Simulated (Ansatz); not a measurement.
**CsLi3Cl4 (Cmcm): the host for defect calculations**

Before any defect goes in: CsLi3Cl4 (Cmcm) at rest, and how it screens a charge.

Program: Ansatz 0.2.0. Level of theory: plane-wave PAW DFT, PBEsol; relaxation of the host's cell and atoms, in the first sound run; inputs show where later runs differ. Results are calculated unless marked as measured.

### Step 1. The starting structure

The structure is orthorhombic, space group Cmcm (No. 63). The conventional cell has a = 4.779 Å, b = 30.973 Å, c = 5.078 Å, α = 90.00°, β = 90.00°, γ = 90.00°. Cs has 12 Cl at 3.49 to 4.13 Å and 6 Li at 3.74 to 4.17 Å nearest. Li has 5 Cl at 2.40 to 2.63 Å nearest. Nearest to Li lie 5 Cl at 2.48 to 2.57 Å. Nearest to Li lie 5 Cl at 2.39 to 2.58 Å. Nearest to Cl lie 2 Li at 2.40 to 2.49 Å and 4 Cs at 3.49 Å. Nearest to Cl lie 4 Li at 2.53 to 2.63 Å and 4 Cs at 3.83 to 4.01 Å. Farther neighbours and most contacts between anions are not listed.

### Step 2. Host cell relaxation

Lattice and positions are set free, within the symmetry that the program keeps.

Input file cell/input.yaml:

```yaml
crystal:
  lattice:
    - [2.389688, -15.486414, 0.0]
    - [2.389688, 15.486414, 0.0]
    - [0.0, 0.0, 5.077633]
  atoms:
    - { symbol: Cs, position: [0.651601, 0.348399, 0.75] }
    - { symbol: Cs, position: [0.348399, 0.651601, 0.25] }
    - { symbol: Li, position: [0.774503, 0.225497, 0.75] }
    - { symbol: Li, position: [0.067656, 0.932344, 0.25] }
    - { symbol: Li, position: [0.530804, 0.469196, 0.75] }
    - { symbol: Li, position: [0.225497, 0.774503, 0.25] }
    - { symbol: Li, position: [0.469196, 0.530804, 0.25] }
    - { symbol: Li, position: [0.932344, 0.067656, 0.75] }
    - { symbol: Cl, position: [0.851981, 0.148019, 0.75] }
    - { symbol: Cl, position: [0.751923, 0.248077, 0.25] }
    - { symbol: Cl, position: [0.546345, 0.453655, 0.25] }
    - { symbol: Cl, position: [0.453655, 0.546345, 0.75] }
    - { symbol: Cl, position: [0.05464, 0.94536, 0.75] }
    - { symbol: Cl, position: [0.148019, 0.851981, 0.25] }
    - { symbol: Cl, position: [0.248077, 0.751923, 0.75] }
    - { symbol: Cl, position: [0.94536, 0.05464, 0.25] }
basis:
  ecutwfc: 420
  xc_grid: 2
hamiltonian:
  xc: pbesol
kpoints:
  mp_grid: { grid: [6, 6, 6] }
scf:
  occupations: { method: fixed }
  max_iter: 100
relax:
  f_tol: 0.005
  max_steps: 60
  cell: {}
output:
  forces: true
  stress: true
checkpoint:
  write: "../cell.run"
  compress: false
  write_wavefunctions: false
  write_every: 100000
```

On the command line:

```sh
$ ansatz run input.yaml --threads 4 --pin off --max-ram 7536MiB --backend cpu --events-out ev --progress --plain --runs-dir out
```

Numbers of over 12 decimals in the logs are rounded to 6 here.

The log of the run:

```text
[... repeated set-up lines and file paths are left out, and long positions are rounded to six places ...]
basis.fft_grid_basis auto: the FFT boxes are laid along the combinations [[1, 1, 0], [0, 1, 0], [0, 0, 1]] of the cell's own vectors, 4.779, 15.670 and 5.078 Å long. The dense box has 32×108×36 points. [...]
Engine: ansatz 0.2.0, x86_64-unknown-linux-gnu
Pseudopotentials: kind: paw
Pseudopotential: Cs, paw, valence charge 9, recommended cutoff 420 eV (normal), Cs.paw.azcp
Pseudopotential: Li, paw, valence charge 3, recommended cutoff 420 eV (normal), Li.paw.azcp
Pseudopotential: Cl, paw, valence charge 7, recommended cutoff 420 eV (normal), Cl.paw.azcp
Functional definition: PBEsol
  exchange = pbesol_x
  correlation = pbesol_c
Crystal: 16 atoms, lattice volume = 375.823 Å³
Basis set: ecut = 420 eV, 7337 PW (Γ), FFT grids on a1+a2, a2, a3, exchange–correlation on 64×216×72 points (8 copies of the dense FFT grid, shifted against one another)
Bands: 62, of which v1, the nominal top of the filled ones, is band 46 counted from 1 (45 counted from 0)
Symmetry: 8 space group operations
Space group: Cmcm (ITA 63), of the structure as read, at distance tolerance 7.2e-5 Å
k-points: 52 of 216
Non-local potential: Cs, projectors of the file, l = 0: 3, l = 1: 2, l = 2: 2, l = 3: 2
Non-local potential: Li, projectors of the file, l = 0: 3, l = 1: 2, l = 2: 1
Non-local potential: Cl, projectors of the file, l = 0: 2, l = 1: 2, l = 2: 2
PAW form: soft (Blöchl's): semilocal exchange-correlation on the pseudo side does not see the compensation charge
PAW frozen core: Cs, regenerated for the run's functional, and the local potential with it (the file was generated under x = pbe(κ = 0.804, μ = 0.219515), c = pbe(β = 0.066725))
PAW frozen core: Cl, regenerated for the run's functional, and the local potential with it (the file was generated under x = pbe(κ = 0.804, μ = 0.219515), c = pbe(β = 0.066725))
PAW one-centre angular grid: Cs, 194 points (default); XC on 64 Gauss nodes
PAW one-centre angular grid: Li, 110 points (default); XC on 64 Gauss nodes
PAW one-centre angular grid: Cl, 110 points (default); XC on 64 Gauss nodes
Initial density: superposition of atomic densities (neutral atoms: chi_scale 0, normalization atom), corrected by the library's trained network
Initial wavefunctions: pseudopotential atomic-orbital guess
Functional: x = pbesol(κ = 0.804, μ = 0.123457), c = pbesol(β = 0.046)
SCF iter   1: F=—  HF=-20905.681505 eV  |F-HF|=—  |Δ(HF+E_count)|=         —  Δρ=3.34e-3  dr2=6.14e-2  ethr=1.77e-3  ⟨swp⟩=5.9  Hψ=11379  notcnv=0  defer=664
preconditioner: auto → Resta (q_TF=auto, 2.158 Å⁻¹)  ε∞=2.9  [insulator: Δε(μ)=4.966 eV  Ē_g=11.988 eV  n_scr=68 (ndim 8)  ℏωp=16.7 eV  f_vac=0.008  ε∞_Penn≈2.9]
SCF iter   2: F=—  HF=-20905.662271 eV  |F-HF|=—  |Δ(HF+E_count)|=   1.92e-2  Δρ=1.25e-3  dr2=7.49e-3  ethr=6.67e-5  ⟨swp⟩=2.5  Hψ=5653  notcnv=0  defer=728
SCF iter   3: F=—  HF=-20905.660991 eV  |F-HF|=—  |Δ(HF+E_count)|=   1.28e-3  Δρ=3.62e-4  dr2=4.62e-4  ethr=8.14e-6  ⟨swp⟩=3.1  Hψ=5192  notcnv=0  defer=364
automatic band count: iteration 3 solves 55 bands in place of 62: the levels show a gap, and the empty bands left out lie too high to hold charge; the band table lists the bands solved (type scf.n_extra_bands for more)
SCF iter   4: F=—  HF=-20905.661204 eV  |F-HF|=—  |Δ(HF+E_count)|=   2.13e-4  Δρ=5.30e-5  dr2=1.24e-5  ethr=5.02e-7  ⟨swp⟩=2.1  Hψ=4479  notcnv=0  defer=364
SCF iter   5: F=—  HF=-20905.661415 eV  |F-HF|=—  |Δ(HF+E_count)|=   2.11e-4  Δρ=1.36e-5  dr2=6.79e-7  ethr=1.35e-8  ⟨swp⟩=2.0  Hψ=5247  notcnv=0  defer=340
SCF iter   6: F=-20905.661416 eV  HF=-20905.661416 eV  |F-HF|=1.75e-9  |Δ(HF+E_count)|=   8.91e-7  Δρ=3.88e-6  dr2=7.28e-8  ethr=1.09e-10  ⟨swp⟩=4.6  Hψ=10021  notcnv=0
SCF 1 converged in 6 iterations: F = -20905.661416 eV  dr2 = 7.28e-8
  greatest PAW one-centre occupation: 1.000 electrons in one spin orbital (limit 2), on the Li atom at site 6 (counted from 0), in its partial waves of l = 0
relax step   1: F+E_penalty+E_count = -20905.66141574 eV  Δ(F+E_penalty+E_count) = +0.000e0 eV  max|allowed force component| = 8.590e-2 eV/Å  Δτ_max = 0.0000 Å  P = -1.350 GPa  Ω = 375.823 Å³  (6 SCF iters, dr2 threshold 1.00e-7 eV, accepted)
[... the SCF cycles and remarks between the steps are left out from here to the last step ...]
relax step   2: F+E_penalty+E_count = -20905.76515344 eV  Δ(F+E_penalty+E_count) = -1.037e-1 eV  max|allowed force component| = 5.474e-2 eV/Å  Δτ_max = 0.0694 Å  P = -0.465 GPa  Ω = 360.817 Å³  energy of the carried Pulay correction = +1.770e-4 eV  (5 SCF iters, dr2 threshold 1.60e-6 eV, accepted)
relax step   3: F+E_penalty+E_count = -20905.78989837 eV  Δ(F+E_penalty+E_count) = -2.474e-2 eV  max|allowed force component| = 2.661e-2 eV/Å  Δτ_max = 0.1050 Å  P = +0.128 GPa  Ω = 352.379 Å³  energy of the carried Pulay correction = +2.798e-4 eV  (5 SCF iters, dr2 threshold 8.32e-7 eV, accepted)
relax step   4: F+E_penalty+E_count = -20905.79717654 eV  Δ(F+E_penalty+E_count) = -7.278e-3 eV  max|allowed force component| = 1.549e-2 eV/Å  Δτ_max = 0.0343 Å  P = +0.132 GPa  Ω = 353.138 Å³  energy of the carried Pulay correction = +2.704e-4 eV  (5 SCF iters, dr2 threshold 2.48e-7 eV, accepted)
relax step   5: F+E_penalty+E_count = -20905.80819415 eV  Δ(F+E_penalty+E_count) = -1.102e-2 eV  max|allowed force component| = 9.872e-2 eV/Å  Δτ_max = 0.1951 Å  P = -0.037 GPa  Ω = 359.366 Å³  energy of the carried Pulay correction = +1.945e-4 eV  (6 SCF iters, dr2 threshold 2.22e-7 eV, accepted)
relax step   6: F+E_penalty+E_count = -20905.82157923 eV  Δ(F+E_penalty+E_count) = -1.339e-2 eV  max|allowed force component| = 4.157e-2 eV/Å  Δτ_max = 0.0435 Å  P = -0.027 GPa  Ω = 359.367 Å³  energy of the carried Pulay correction = +1.945e-4 eV  (5 SCF iters, dr2 threshold 6.09e-7 eV, accepted)
relax step   7: F+E_penalty+E_count = -20905.82239578 eV  Δ(F+E_penalty+E_count) = -8.166e-4 eV  max|allowed force component| = 3.090e-2 eV/Å  Δτ_max = 0.0228 Å  P = +0.004 GPa  Ω = 359.121 Å³  energy of the carried Pulay correction = +1.975e-4 eV  (5 SCF iters, dr2 threshold 1.08e-7 eV, accepted)
relax step   8: F+E_penalty+E_count = -20905.82282655 eV  Δ(F+E_penalty+E_count) = -4.308e-4 eV  max|allowed force component| = 1.672e-2 eV/Å  Δτ_max = 0.0087 Å  P = -0.009 GPa  Ω = 359.117 Å³  energy of the carried Pulay correction = +1.975e-4 eV  (5 SCF iters, dr2 threshold 5.97e-8 eV, accepted)
relax step   9: F+E_penalty+E_count = -20905.82297625 eV  Δ(F+E_penalty+E_count) = -1.497e-4 eV  max|allowed force component| = 2.897e-3 eV/Å  Δτ_max = 0.0029 Å  P = -0.001 GPa  Ω = 359.044 Å³  energy of the carried Pulay correction = +1.984e-4 eV  (5 SCF iters, dr2 threshold 1.75e-8 eV, accepted)
Basis set: ecut = 420 eV, 7055 PW (Γ), FFT grids on a1+a2, a2, a3, exchange–correlation on 60×216×72 points (8 copies of the dense FFT grid, shifted against one another)
Initial wavefunctions: pseudopotential atomic-orbital guess (no wavefunctions were taken with the density)
iter 1 solved again at ethr=6.79e-8 eV; its pass at ethr=3.10e-3 eV (dr2=6.25e-5 eV) is discarded
SCF iter   1: F=—  HF=-20905.822764 eV  |F-HF|=—  |Δ(HF+E_count)|=         —  Δρ=3.91e-5  dr2=2.70e-7  ethr=6.79e-8  ⟨swp⟩=3.3  Hψ=19469  notcnv=0  defer=726
SCF iter   2: F=—  HF=-20905.822750 eV  |F-HF|=—  |Δ(HF+E_count)|=   1.39e-5  Δρ=1.98e-5  dr2=7.38e-8  ethr=2.93e-10  ⟨swp⟩=2.5  Hψ=5282  notcnv=0  defer=717
SCF iter   3: F=—  HF=-20905.822765 eV  |F-HF|=—  |Δ(HF+E_count)|=   1.50e-5  Δρ=3.69e-6  dr2=5.93e-9  ethr=8.02e-11  ⟨swp⟩=2.0  Hψ=5160  notcnv=0  defer=717
SCF iter   4: F=—  HF=-20905.822765 eV  |F-HF|=—  |Δ(HF+E_count)|=   4.70e-7  Δρ=5.01e-7  dr2=5.61e-10  ethr=6.45e-12  ⟨swp⟩=2.1  Hψ=4661  notcnv=0  defer=717
SCF iter   5: F=-20905.822765 eV  HF=-20905.822765 eV  |F-HF|=1.20e-10  |Δ(HF+E_count)|=   1.05e-9  Δρ=1.48e-7  dr2=4.13e-11  ethr=1.00e-12  ⟨swp⟩=4.0  Hψ=10198  notcnv=0
SCF 10 converged in 5 iterations: F = -20905.822765 eV  dr2 = 4.13e-11
relax step  10: F+E_penalty+E_count = -20905.82276528 eV  Δ(F+E_penalty+E_count) = +2.110e-4 eV  max|allowed force component| = 2.895e-3 eV/Å  Δτ_max = 0.0000 Å  P = -0.001 GPa  Ω = 359.044 Å³  stress off target by 4.00e-3 GPa  SCF on the basis re-selected at this cell (its energy is not comparable with the rows above)  (5 SCF iters)
basis re-selected at this cell: Δ(F+E_penalty+E_count) = +2.110e-4 eV, ΔP = +0.001 GPa vs the last step (what re-selecting the basis moved, of the pressure what is left beyond the Pulay correction that the steps carried, after the strain that the cell walked [...]
SCF converged after 5 iterations
Free energy (F): -20905.822765 eV
Harris-Foulkes:  -20905.822765 eV  (|F-HF|=1.20e-10)
Internal energy: -20905.822765 eV  (E = F + TS)
E sigma→0 (E₀):  -20905.822765 eV
Fermi energy:    1.836371 eV
--- Per-component energies (eV) ---
  E_band       = -757.048370
  E_kinetic    = 1709.203750
  E_local      = -3058.365515  (includes V_loc(G=0)·N_el)
  E_nonlocal   = 95.229676
  E_hartree    = 951.494395
  E_xc         = -1262.215585
  E_vxc        = -1313.021952  (∫ρ·V_xc dr)
  E_paw        = -15219.862677  (= ΣΔE_a)
  E_vpaw       = -93.083938  (= ΣTr[D̂ρ^β])
  E_aug_tail   = 0.000824  (compensation charges beyond the density's cutoff)
  E_ewald      = -4122.223410
  E_core_change = 0.915777  (= ΣΔE_core)
  E_smearing   = -0.000000  (= −TS)
  E_closure    = 0.000000  (closes the sum)
  Σ components = -20905.822765   (vs F -20905.822765, Δ=0.00e0)
--- Forces (eV/Å), atoms counted from 1 ---
  atom   1  Cs     0.00000000     0.00080661     0.00000000
  atom   2  Cs     0.00000000    -0.00080661     0.00000000
  atom   3  Li     0.00000000     0.00277556     0.00000000
  atom   4  Li     0.00000000    -0.00251781     0.00000000
  atom   5  Li     0.00000000     0.00040102     0.00000000
  atom   6  Li     0.00000000    -0.00277556     0.00000000
  atom   7  Li     0.00000000    -0.00040102     0.00000000
  atom   8  Li     0.00000000     0.00251781     0.00000000
  atom   9  Cl     0.00000000    -0.00289529     0.00000000
  atom  10  Cl     0.00000000    -0.00006704     0.00000000
  atom  11  Cl     0.00000000     0.00075056     0.00000000
  atom  12  Cl     0.00000000    -0.00075056     0.00000000
  atom  13  Cl     0.00000000    -0.00007726     0.00000000
  atom  14  Cl     0.00000000     0.00289529     0.00000000
  atom  15  Cl     0.00000000     0.00006704     0.00000000
  atom  16  Cl     0.00000000     0.00007726     0.00000000
  max |Σ_I F_I| component: 1.36e-19 eV/Å
--- Stress (GPa, compression-positive) ---
        0.000191       0.000000       0.000000
        0.000000      -0.004000       0.000000
        0.000000       0.000000       0.002130
  P = ⅓ Tr σ = -0.0006 GPa (-0.006 kbar)
--- Relaxed structure (9 steps of the walk, 9 accepted, 1 SCFs on fresh bases) ---
  F+E_penalty+E_count = -20905.82276528 eV   max|allowed force component| = 2.895e-3 eV/Å   (the final SCF, on the basis selected at the relaxed cell)
  cell:  # Å, volume = 359.0443 Å³
    - [2.218087, -15.691836, 0.0]
    - [2.218087, 15.691836, 0.0]
    - [0.0, 0.0, 5.157814]
  atoms:
    - { symbol: Cs, position: [0.653834, 0.346166, 0.750000] }
    - { symbol: Cs, position: [0.346166, 0.653834, 0.25] }
    - { symbol: Li, position: [0.773609, 0.226391, 0.750000] }
    - { symbol: Li, position: [0.073931, 0.926069, 0.25] }
    - { symbol: Li, position: [0.533524, 0.466476, 0.750000] }
    - { symbol: Li, position: [0.226391, 0.773609, 0.25] }
    - { symbol: Li, position: [0.466476, 0.533524, 0.25] }
    - { symbol: Li, position: [0.926069, 0.073931, 0.750000] }
    - { symbol: Cl, position: [0.848935, 0.151065, 0.750000] }
    - { symbol: Cl, position: [0.758393, 0.241607, 0.25] }
    - { symbol: Cl, position: [0.542052, 0.457948, 0.25] }
    - { symbol: Cl, position: [0.457948, 0.542052, 0.750000] }
    - { symbol: Cl, position: [0.066162, 0.933838, 0.750000] }
    - { symbol: Cl, position: [0.151065, 0.848935, 0.25] }
    - { symbol: Cl, position: [0.241607, 0.758393, 0.750000] }
    - { symbol: Cl, position: [0.933838, 0.066162, 0.25] }
```

Run time: 95 s. Hardware: 4 threads of AMD EPYC 9R14 (Zen 4), shared host; peak memory 1.6 GiB; 6.1 min of CPU time.

Step by step:

```
step  energy less that of the first step (eV)  largest force component (eV/Å)  pressure (GPa)  volume (Å³)
   1                                   0.0000                          0.0859           -1.35       375.82
   2                                  -0.1037                          0.0547           -0.47       360.82
   3                                  -0.1285                          0.0266            0.13       352.38
   4                                  -0.1358                          0.0155            0.13       353.14
   5                                  -0.1468                          0.0987           -0.04       359.37
   6                                  -0.1602                          0.0416           -0.03       359.37
   7                                  -0.1610                          0.0309            0.00       359.12
   8                                  -0.1614                          0.0167           -0.01       359.12
   9                                  -0.1616                          0.0029            0.00       359.04
 10*                                  -0.1613                          0.0029            0.00       359.04
```

Relaxation steps marked * repeat the geometry before them on a plane-wave basis chosen anew for their cell, so energy and pressure can jump there.

Forces are held to the 8 operations that the run works with; a distortion that breaks them can't arise in this run.

```
conventional cell, symmetrised  before   after  change
                         a (Å)   4.779   4.436  -7.2 %
                         b (Å)  30.973  31.384  +1.3 %
                         c (Å)   5.078   5.158  +1.6 %
              volume (Å³/atom)   23.49   22.44  -4.5 %
```

The atoms that moved most (Å, as changes of fractional coordinates times the final cell):

```
atom     dx      dy     dz  length
Cl13  0.000  -0.362  0.000   0.362
Cl16  0.000   0.362  0.000   0.362
Cl15  0.000   0.203  0.000   0.203
Cl10  0.000  -0.203  0.000   0.203
 Li8  0.000   0.197  0.000   0.197
 Li4  0.000  -0.197  0.000   0.197
Cl12  0.000  -0.135  0.000   0.135
Cl11  0.000   0.135  0.000   0.135
```

This step gave:

```yaml
pressure: -5.59e-4 GPa
```

The relaxation ends with a largest force component of 0.0029 eV/Å and a pressure of 0.00 GPa.

(Continued in part 2 of 4.)

[Logs are printed without paths, hosts, clocks, repeated set-up lines and the standing remarks that a program may print on its own settings, such as how far it seeks lower states.]

[Hosts, paths, dates, database ids (printed as entryN), source tags and the programs' standing remarks are cut or masked in the printed files.]

[Runs of the host that timed out are not shown.]

[For some hosts the program warned that the k-mesh of the response run may be too coarse for force constants and the static dielectric constant; such warnings are not always shown.]
